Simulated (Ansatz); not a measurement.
# MgH2 (P4_2/mnm):V_Mg, thermodynamic levels from a 72-atom cell

Wanted: the transition levels of a vacancy in MgH2 (P4_2/mnm), from a cell of 72 host atoms with 1 Mg taken out.

Main program and level: Ansatz 0.2.0; place-levels on PBEsol runs: charge-transition levels and formation energies with image-charge correction and potential alignment at the atomic sites.

### 1. Set-up

The cell holds 71 atoms: 23 Mg and 48 H. Its edges and angles: a = 8.954 Å, b = 8.954 Å, c = 9.023 Å, α = 90.0°, β = 90.0°, γ = 90.0°. It derives from MgH2 (space group P4_2/mnm). Nearest the centre at fractional (0.500, 0.500, 0.667): H15 at 1.93 Å, H70 at 1.93 Å, H48 at 1.95 Å, H28 at 1.95 Å, H54 at 1.95 Å, H34 at 1.95 Å, Mg62 at 3.01 Å, Mg56 at 3.01 Å.

Screening for the image-charge correction: ε∞ = (4.16, 4.16, 4.21), ε0 = (11.89, 11.89, 8.50), from a response run on this crystal (DFPT, PBEsol) at that run's own cell.

The cell's shortest repeat is 9.0 Å.

### 2. Charge states

A transition level is the Fermi level at which two charge states cost the same, so each charge needs its own total energy, at its own relaxed structure.

Random displacements of about 0.05 Å break the site symmetry at the start, so that the relaxation can reach a distorted minimum if there is one. Forces are taken at one point at (¼, ¼, ¼). The cell holds 2 electrons more than the neutral one, with a uniform background that keeps it neutral on the whole.

The sampling was tested on the host first: at the k-points planned (1x1x1 shifted 0.25 0.25 0.25) its energy lies 0.000 eV an atom from the dense-mesh value, under the bound of 0.02 eV set for this test; that bounds the host's error, not the defect's.

One of the inputs; charge, spin and start change from state to state.

qm2.relax/input.yaml

```yaml
crystal:
  lattice:
    - [8.95437031, 0.0, 0.0]
    - [0.0, 8.95437031, 0.0]
    - [0.0, 0.0, 9.0232221]
  atoms:
    - { symbol: Mg, position: [0.25, 0.25, 0.16666667] }
    - { symbol: Mg, position: [0.0, 0.0, 0.0] }
[... 4 atom lines left out ...]
    - { symbol: Mg, position: [0.25, 0.25, 0.5] }
[... 5 atom lines left out ...]
    - { symbol: Mg, position: [0.25, 0.25, 0.83333333] }
[... 1 atom line left out ...]
    - { symbol: H, position: [0.34777188, 0.34777188, 0.66666667] }
[... 9 atom lines left out ...]
    - { symbol: Mg, position: [0.25, 0.75, 0.5] }
[... 2 atom lines left out ...]
    - { symbol: H, position: [0.40222812, 0.59777188, 0.5] }
[... 2 atom lines left out ...]
    - { symbol: Mg, position: [0.25, 0.75, 0.83333333] }
[... 1 atom line left out ...]
    - { symbol: H, position: [0.34777188, 0.84777188, 0.66666667] }
    - { symbol: H, position: [0.40222812, 0.59777188, 0.83333333] }
    - { symbol: H, position: [0.15222812, 0.65222812, 0.66666667] }
[... 7 atom lines left out ...]
    - { symbol: Mg, position: [0.75, 0.25, 0.5] }
[... 4 atom lines left out ...]
    - { symbol: H, position: [0.59777188, 0.40222812, 0.5] }
    - { symbol: Mg, position: [0.75, 0.25, 0.83333333] }
[... 1 atom line left out ...]
    - { symbol: H, position: [0.84777188, 0.34777188, 0.66666667] }
[... 1 atom line left out ...]
    - { symbol: H, position: [0.65222812, 0.15222812, 0.66666667] }
    - { symbol: H, position: [0.59777188, 0.40222812, 0.83333333] }
[... 1 atom line left out ...]
    - { symbol: Mg, position: [0.5, 0.5, 0.0] }
[... 4 atom lines left out ...]
    - { symbol: Mg, position: [0.75, 0.75, 0.5] }
    - { symbol: Mg, position: [0.5, 0.5, 0.33333333] }
[... 4 atom lines left out ...]
    - { symbol: Mg, position: [0.75, 0.75, 0.83333333] }
[... 2 atom lines left out ...]
    - { symbol: H, position: [0.65222812, 0.65222812, 0.66666667] }
    - { symbol: H, position: [0.59777188, 0.90222812, 0.83333333] }
  host:
    repeats: [2, 2, 3]
    atoms:
      - { symbol: Mg, position: [0.5, 0.5, 0.5] }
      - { symbol: Mg, position: [0.0, 0.0, 0.0] }
      - { symbol: H, position: [0.69554375, 0.69554375, 0.0] }
      - { symbol: H, position: [0.80445625, 0.19554375, 0.5] }
      - { symbol: H, position: [0.30445625, 0.30445625, 0.0] }
      - { symbol: H, position: [0.19554375, 0.80445625, 0.5] }
total_charge: -2
basis:
  ecutwfc: 420
  xc_grid: 2
hamiltonian:
  xc: pbesol
kpoints:
  mp_grid: { grid: [1, 1, 1], shift: [0.25, 0.25, 0.25] }
scf:
  occupations: { method: fixed }
  max_iter: 80
output:
  forces: true
  charged_corrections:
    epsilon: [4.16, 4.16, 4.21]
    static_epsilon: [11.89, 11.89, 8.5]
    defect_position: [0.5, 0.5, 0.666667]
relax:
  f_tol: 0.02
  max_steps: 80
  random_displacement: { amplitude: 0.05, seed: 432 }
checkpoint:
  write: "../qm2.relax.run"
  compress: false
  write_wavefunctions: true
  write_every: 100000
```

On the command line:

```console
$ ansatz run input.yaml --threads 4 --pin off --max-ram 7536MiB --backend cpu --events-out ev --progress --plain --runs-dir out
```

The relaxed structure is kept and the sampling changed to a 2×2×2 shifted mesh.

The run of this state that the levels use, under PBEsol:

qm2.point/input.yaml

```yaml
crystal:
  checkpoint: "../qm2.relax.run"
  host: checkpoint
total_charge: -2
basis:
  ecutwfc: 420
  xc_grid: 2
hamiltonian:
  xc: pbesol
kpoints:
  mp_grid: { grid: [2, 2, 2], shift: [0.5, 0.5, 0.5] }
scf:
  occupations: { method: fermi_dirac, width: 0.01 }
  max_iter: 80
output:
  forces: true
  eigenvalues: true
  charged_corrections:
    epsilon: [4.16, 4.16, 4.21]
    static_epsilon: [11.89, 11.89, 8.5]
    defect_position: [0.5, 0.5, 0.666667]
  eigenstates: { localisation: true }
  populations: true
  band_densities: [{ bands: [v1, v1] }, { bands: [c1, c1] }]
  write_density: true
  write_potential: true
  volumetric_format: npy
  elf: true
checkpoint:
  read: "../qm2.relax.run"
  write: "../qm2.point.run"
  compress: false
  write_wavefunctions: false
  write_every: 100000
```

Relaxations under PBEsol at one point at (¼, ¼, ¼); times on 4 threads of Arm Neoverse V1, shared host:

| charge | moment (μB) | occupations | outcome | steps | largest displacement against the far atoms (Å) | time |
| --- | --- | --- | --- | --- | --- | --- |
| −2 | 0 | fixed | converged | 5 | 0.18 | 23 s |
| −1 | 1 | fixed | converged | 6 | 0.21 | 78 s |
| 0 | 0 | fixed | not converged | - | - | 24 s |
| 0 | 0 | fermi-dirac | converged | 21 | 2.63 | 1.7 min |
| 0 | 2 | fixed | converged | 17 | 1.14 | 3.2 min |
| +1 | 1 | fixed | converged | 22 | 2.22 | 4.5 min |
| +1 | 3 | fixed | converged | 61 | 2.84 | 9.1 min |

Single points under PBEsol at a 2×2×2 shifted mesh; times on 4 threads of Arm Neoverse V1, shared host:

| charge | moment (μB) | occupations | outcome | time |
| --- | --- | --- | --- | --- |
| −2 | 0 | fermi-dirac | converged | 40 s |
| −1 | 1 | fermi-dirac | converged | 1.9 min |
| 0 | 0 | fermi-dirac | converged | 41 s |
| 0 | 2 | fermi-dirac | converged | 98 s |
| +1 | 1 | fermi-dirac | converged | 90 s |
| +1 | 3 | fermi-dirac | converged | 86 s |

Distances (Å) from the ideal centre to the nearest atoms after relaxation with PBEsol:

| charge | moment (μB) | 1. | 2. | 3. | 4. | 5. | 6. |
| --- | --- | --- | --- | --- | --- | --- | --- |
| −2 | 0 | H 1.94 | H 1.95 | H 2.12 | H 2.12 | H 2.13 | H 2.13 |
| −1 | 1 | H 1.83 | H 1.85 | H 1.99 | H 2.03 | H 2.09 | H 2.09 |
| 0 | 0 | H 1.39 | H 1.77 | H 1.85 | H 2.01 | H 2.03 | H 2.04 |
| 0 | 2 | H 1.56 | H 1.56 | H 1.57 | H 1.57 | H 2.01 | H 2.02 |
| +1 | 1 | H 1.38 | H 1.57 | H 1.63 | H 1.64 | H 1.90 | H 1.95 |
| +1 | 3 | H 1.55 | H 1.58 | H 1.64 | H 1.71 | H 1.83 | H 1.85 |

### 3. Placing the levels, PBEsol

A charged cell interacts with its images and the background, and its potential has another zero than the host's. place-levels removes the first by a point-charge model, screened by the static dielectric constant since the ions have relaxed around the charge, and the second by comparing potentials at atoms far from the defect.

The host is a run of the defect-free crystal in the same cutoffs, grids and k-points, so that basis and sampling errors cancel in part in the differences. Its band edges come from a run of the primitive cell that searches the zone for them. The host is run in a cell of 18 atoms on a matching mesh. Chemical potentials are energies per atom of Mg (hcp), run with the same functional and cutoff.

levels.point.yaml

```yaml
host:
  run: host.point.run
  levels_from: { run: edges.point.run }
states: [qm2.point.run, qm1_M1.point.run, q0.point.run, q0_M2.point.run, qp1_M1.point.run, qp1_M3.point.run]
geometry_from:
  qm2.point.run: qm2.relax.run
  qm1_M1.point.run: qm1_M1.relax.run
  q0.point.run: q0.relax_smeared.run
  q0_M2.point.run: q0_M2.relax.run
  qp1_M1.point.run: qp1_M1.relax.run
  qp1_M3.point.run: qp1_M3.relax.run
  host.point.run: host.relax.run
chemical_potentials:
  Mg:
    energy: -1912.053531
    dataset: "<sha256 of the dataset>"
epsilon: [4.16, 4.16, 4.21]
static_epsilon: [11.89, 11.89, 8.5]
vertical:
  - { from: qm2.point.run, to: qm2.point_neutral.run }
  - { from: qm1_M1.point.run, to: qm1_M1.point_neutral.run }
  - { from: qp1_M1.point.run, to: qp1_M1.point_neutral.run }
  - { from: qp1_M3.point.run, to: qp1_M3.point_neutral.run }
```

On the command line:

```console
$ ansatz place-levels levels.point.yaml -- --threads 4 --pin off --max-ram 7536MiB
```

Numbers of over 12 decimals in the logs are rounded to 6 here.

What it wrote:

```text
[... repeated set-up lines and file paths are left out, and long positions are rounded to six places ...]
(+1/0) 0.729 eV above the valence edge, 2.744 eV under the conduction edge
(0/-1) 3.996 eV above the valence edge, in the conduction band; not on the lower envelope
(-1/-2) 0.874 eV above the valence edge, 2.599 eV under the conduction edge; not on the lower envelope
(0/-2) 2.435 eV above the valence edge, 1.038 eV under the conduction edge: charges between them are lowest nowhere
formation energy of charge +1: +2.124 eV with the Fermi level at the valence edge
formation energy of charge 0: +2.854 eV with the Fermi level at the valence edge
formation energy of charge -1: +6.849 eV with the Fermi level at the valence edge
formation energy of charge -2: +7.724 eV with the Fermi level at the valence edge
vertical -2 to 0: no energy, since no alignment is typed
  the change from vertical[0].from (qm2.point.run) to vertical[0].to (qm2.point_neutral.run): by its potential at epsilon [4.16, 4.16, 4.21] it stands at 0.499 0.500 0.667, with an rms radius of about 4.6 Å (2.8 2.8 2.5 Å across the planes of the cell's [...]
vertical -1 to 0: no energy, since no alignment is typed
  the change from vertical[1].from (qm1_M1.point.run) to vertical[1].to (qm1_M1.point_neutral.run): by its spins about the atoms it stands at 0.550 0.424 0.664, with an rms radius of about 3.5 Å (2.1 2.1 1.8 Å across the planes of the cell's vectors); [...]
vertical +1 to 0: no energy, since no alignment is typed
  the change from vertical[2].from (qp1_M1.point.run) to vertical[2].to (qp1_M1.point_neutral.run): by its potential at epsilon [4.16, 4.16, 4.21] it stands at 0.353 0.491 0.611, with an rms radius of about 2.9 Å (1.3 1.9 1.8 Å across the planes of the cell's [...]
vertical +1 to 0: no energy, since no alignment is typed
  the change from vertical[3].from (qp1_M3.point.run) to vertical[3].to (qp1_M3.point_neutral.run): by its potential at epsilon [4.16, 4.16, 4.21] it stands at 0.245 0.450 0.564, with an rms radius of about 3.3 Å (2.0 1.7 2.1 Å across the planes of the cell's [...]
  edges by pbesol of host.levels_from (edges.point.run), its mesh sampled to repeats of 26.86 Å (the valence edge +0.038 eV and the conduction edge -0.229 eV from those of the host's own run), gap 3.473 eV; the host is sampled to repeats of 25.33 Å
  the defect's cells are sampled to repeats of 25.33 Å, like sampling
  charge +1: -44741.2809 eV with its correction of -0.111 eV, at epsilon [11.89, 11.89, 8.5], aligned at sites: -0.3232 eV, mean over 37 atomic sites at or beyond 4.48 Å from the defect at [0.5000, 0.5000, 0.6667], with +0.000000 for the charge's moments and [...]
  charge 0: +0.000 eV for its dipole among its images, +0.149 omitted
  charge -1: -44732.5507 eV with its correction of +0.505 eV, at epsilon [11.89, 11.89, 8.5], aligned at sites: -0.2934 eV, mean over 37 atomic sites at or beyond 4.48 Å from the defect at [0.5000, 0.5000, 0.6667], with +0.000000 for the charge's moments and [...]
  charge -2: -44729.6736 eV with its correction of +1.361 eV, at epsilon [11.89, 11.89, 8.5], aligned at sites: -0.2569 eV, mean over 37 atomic sites at or beyond 4.48 Å from the defect at [0.5000, 0.5000, 0.6667], with +0.000000 for the charge's moments and [...]
  charge +1: states[5] (qp1_M3.point.run) stands 2.305 eV higher, with a moment of 3.00 μB against 1.00
  charge 0: states[3] (q0_M2.point.run) stands 2.013 eV higher, with a moment of 2.00 μB against 0.00
  of states[4] (qp1_M1.point.run): it parts from the run at its places by a charge that spreads by about 1.9 Å along one vector (1.6 Å or more is wide), by its potential at epsilon [4.16, 4.16, 4.21], taken for that of held ions (one typed too small widens [...]
  of states[2] (q0.point.run): its alignment with the host at atomic sites is doubtful: the mean over the far sites moves by +0.0598 eV from their farther parts to their nearer, more than 0.05 eV. [...]
  of states[1] (qm1_M1.point.run): it parts from the run at its places by a charge that spreads by about 2.1 Å along one vector (1.6 Å or more is wide), by the spins about the atoms, where the cell does not tell a trapped carrier from a band state. [...]
  of states[0] (qm2.point.run): it parts from the run at its places by a charge that spreads by about 2.8 Å along one vector (1.6 Å or more is wide), by its potential at epsilon [4.16, 4.16, 4.21], taken for that of held ions (one typed too small widens it), [...]
  of states[5] (qp1_M3.point.run): it parts from the run at its places by a charge that spreads by about 2.1 Å along one vector (1.6 Å or more is wide), by its potential at epsilon [4.16, 4.16, 4.21], taken for that of held ions (one typed too small widens [...]
  of states[3] (q0_M2.point.run): its displacements don't fall off away from the defect: farther atoms stand 0.025 Å off the host's places. [...]
  of vertical[0].from (qm2.point.run): its displacements don't fall off away from the defect: farther atoms stand 0.01 Å off the host's places. [...]
  of vertical[0].to (qm2.point_neutral.run): its displacements don't fall off away from the defect: farther atoms stand 0.01 Å off the host's places. [...]
  of vertical[1].from (qm1_M1.point.run): its displacements don't fall off away from the defect: farther atoms stand 0.017 Å off the host's places. [...]
  of vertical[1].to (qm1_M1.point_neutral.run): its displacements don't fall off away from the defect: farther atoms stand 0.017 Å off the host's places. [...]
  of vertical[2].from (qp1_M1.point.run): its displacements don't fall off away from the defect: farther atoms stand 0.036 Å off the host's places. [...]
  of vertical[2].to (qp1_M1.point_neutral.run): its displacements don't fall off away from the defect: farther atoms stand 0.036 Å off the host's places. [...]
  of vertical[3].from (qp1_M3.point.run): its displacements don't fall off away from the defect: farther atoms stand 0.096 Å off the host's places. [...]
  of vertical[3].to (qp1_M3.point_neutral.run): its displacements don't fall off away from the defect: farther atoms stand 0.096 Å off the host's places. [...]
```

The job ended after 0.69 s (4 threads of Arm Neoverse V1, shared host).

Levels between the charges placed, in eV above the valence top:

|  | gap (eV) | (+1/0) | (0/−1) | (−1/−2) |
| --- | --- | --- | --- | --- |
| PBEsol | 3.47 | 0.73 | 4.00 | 0.87 |

Corrections by state:

| charge | moment (μB) | image terms and alignment (eV) | band filling (eV) | ε used | over the lowest of its charge, as the program ranks them, band filling apart (eV) |
| --- | --- | --- | --- | --- | --- |
| +1 | 1.0 | -0.111 | - | principal values (8.50, 11.89, 11.89) | 0.000 |
| 0 | 0.0 | 0.000 | - | - | 0.000 |
| −1 | 1.0 | 0.505 | - | principal values (8.50, 11.89, 11.89) | 0.000 |
| −2 | 0.0 | 1.361 | - | principal values (8.50, 11.89, 11.89) | 0.000 |
| +1 | 3.0 | -0.060 | - | principal values (8.50, 11.89, 11.89) | 2.305 |
| 0 | 2.0 | 0.000 | - | - | 2.013 |

The charged structures listed were also run neutral, and place-levels reads from each pair, by the potential or the spins, how wide the charge is by which they differ; that can be the carrier of either run.

| charge | rms radius (Å) | spread where it is widest against the cell (Å) | wide from (Å) | reading |
| --- | --- | --- | --- | --- |
| +1 | 2.9 | 1.88 | 1.55 | wide |
| −1 | 3.5 | 2.10 | 1.55 | wide |
| −2 | 4.6 | 2.76 | 1.55 | wide |

The neutral runs of these pairs need not share the spin of the lowest neutral state, and very wide values only mean spread over the cell.

From the program's caveats on the states, each cut to its opening words:

- charge +1 (1 μB): it parts from the run at its places by a charge that spreads by about 1.9 Å along one vector (1.6 Å or more is wide), by its potential at epsilon [4.16, 4.16, [...]
- charge +1 (1 μB): its alignment with the host at atomic sites is doubtful: the mean over the far sites moves by +0.0636 eV from their farther parts to their nearer, more than [...]
- charge +1 (1 μB): the far atoms show a dipole or second moment of the defect's charge, for which the correction takes or leaves out 0.069 eV: further moments aren't read, and [...]
- charge +1 (1 μB): its displacements don't fall off away from the defect: farther atoms stand 0.036 Å off the host's places
- charge 0: its alignment with the host at atomic sites is doubtful: the mean over the far sites moves by +0.0598 eV from their farther parts to their nearer, more than [...]
- charge 0: the far atoms show a dipole or second moment of the defect's charge, for which the correction takes or leaves out 0.149 eV: further moments aren't read, and [...]
- charge 0: its displacements don't fall off away from the defect: farther atoms stand 0.086 Å off the host's places
- charge −1 (1 μB): it parts from the run at its places by a charge that spreads by about 2.1 Å along one vector (1.6 Å or more is wide), by the spins about the atoms, where the [...]
- charge −1 (1 μB): its displacements don't fall off away from the defect: farther atoms stand 0.017 Å off the host's places
- charge −2: it parts from the run at its places by a charge that spreads by about 2.8 Å along one vector (1.6 Å or more is wide), by its potential at epsilon [4.16, 4.16, [...]
- charge −2: its displacements don't fall off away from the defect: farther atoms stand 0.01 Å off the host's places
- charge +1 (3 μB): it parts from the run at its places by a charge that spreads by about 2.1 Å along one vector (1.6 Å or more is wide), by its potential at epsilon [4.16, 4.16, [...]
- charge +1 (3 μB): its alignment with the host at atomic sites is doubtful: a part of the defect, H at [0.0978, 0.4022, 0.5000], stands 4.00 Å off the defect's place or the [...]
- charge +1 (3 μB): its displacements don't fall off away from the defect: farther atoms stand 0.096 Å off the host's places

The host's formation energy from the elements is -0.207 eV per atom; it sets how far the chemical potentials can move.

Limit set by the element alone; other compounds of these elements are not counted. Chemical potentials from the elements' reference states: H 0.00 eV, Mg -0.62 eV. Formation energy by charge state (H-rich; gap 3.47 eV):

| charge | at valence top (eV) | at conduction bottom (eV) | correction included (eV) |
| --- | --- | --- | --- |
| +1 | 1.50 | 4.98 | -0.11 |
| 0 | 2.23 | 2.23 | 0.00 |
| −1 | 6.23 | 2.75 | 0.51 |
| −2 | 7.10 | 0.15 | 1.36 |

(Fermi level (eV), lowest formation energy (eV)): (0.00, 1.50), (0.32, 1.82), (0.63, 2.13), (0.95, 2.23), (1.26, 2.23), (1.58, 2.23), (1.90, 2.23), (2.21, 2.23), (2.53, 2.05), (2.84, 1.42), (3.16, 0.79), (3.47, 0.15)

Limit set by the element alone; other compounds of these elements are not counted. Chemical potentials from the elements' reference states: Mg 0.00 eV, H -0.31 eV. Formation energies (Mg-rich), with the Fermi level at the valence top and at the conduction bottom (gap 3.47 eV):

| charge | at valence top (eV) | at conduction bottom (eV) | correction included (eV) |
| --- | --- | --- | --- |
| +1 | 2.12 | 5.60 | -0.11 |
| 0 | 2.85 | 2.85 | 0.00 |
| −1 | 6.85 | 3.38 | 0.51 |
| −2 | 7.72 | 0.78 | 1.36 |

| Fermi level (eV) | lowest formation energy (eV) |
| --- | --- |
| 0.00 | 2.12 |
| 0.32 | 2.44 |
| 0.63 | 2.76 |
| 0.95 | 2.85 |
| 1.26 | 2.85 |
| 1.58 | 2.85 |
| 1.90 | 2.85 |
| 2.21 | 2.85 |
| 2.53 | 2.67 |
| 2.84 | 2.04 |
| 3.16 | 1.41 |
| 3.47 | 0.78 |

### 4. Summary of results

- gap of the host: 3.47 eV (PBEsol)
- level (plus 1/0): 0.73 eV above the valence top
- level (0/minus 1): 4.00 eV above the valence top, past the conduction bottom, not a change between lowest states
- level (minus 1/minus 2): 0.87 eV above the valence top, not a change between lowest states
- level (0/minus 2): 2.44 eV above the valence top
- lowest of the charges placed, just above the valence top (0.02 eV): +1
- lowest of the charges placed, just below the conduction bottom (0.02 eV): −2
- lowest formation energy at mid-gap of the charges run, H-rich: 2.23 eV
- lowest formation energy at mid-gap of the charges run, Mg-rich: 2.85 eV

In words: Of the charges placed (−2, −1, 0 and +1), the lowest changes at 0.73 eV (+1/0) and 2.44 eV (0/−2) above the valence top, in a gap of 3.47 eV. (0/−2) passes over charge −1, which lies 1.56 eV above the two there; a lower structure or spin state of it, if missed, would change that. Charges above +1 and below −2 were not placed, so these runs say nothing of levels that involve them. States placed: +1 at 1 μB and 3 μB; 0 at 0 μB and 2 μB; −1 at 1 μB; −2 at 0 μB. Other spin states or structures, where not listed, weren't placed. The program doubts the alignment of potentials for at least one state, a sign that the cell is small. What this leaves open: the images are only 9.0 Å apart; PBEsol makes the gap too small and tends to spread out bound carriers.

[Logs are printed without paths, hosts, clocks, repeated set-up lines and the standing remarks that a program may print on its own settings, such as how far it seeks lower states.]

[Hosts, paths, dates, database ids (printed as entryN), source tags and the programs' standing remarks are cut or masked in the printed files.]

[Where a table of states has a column of steps, it counts the stored structures, which are thinned; the runs took as many ionic steps or more.]

[A defect's name tells the site on which it was built; relaxed atoms can leave that site.]

[For some hosts the program warned that the k-mesh of the response run may be too coarse for force constants and the static dielectric constant; such warnings are not shown here.]
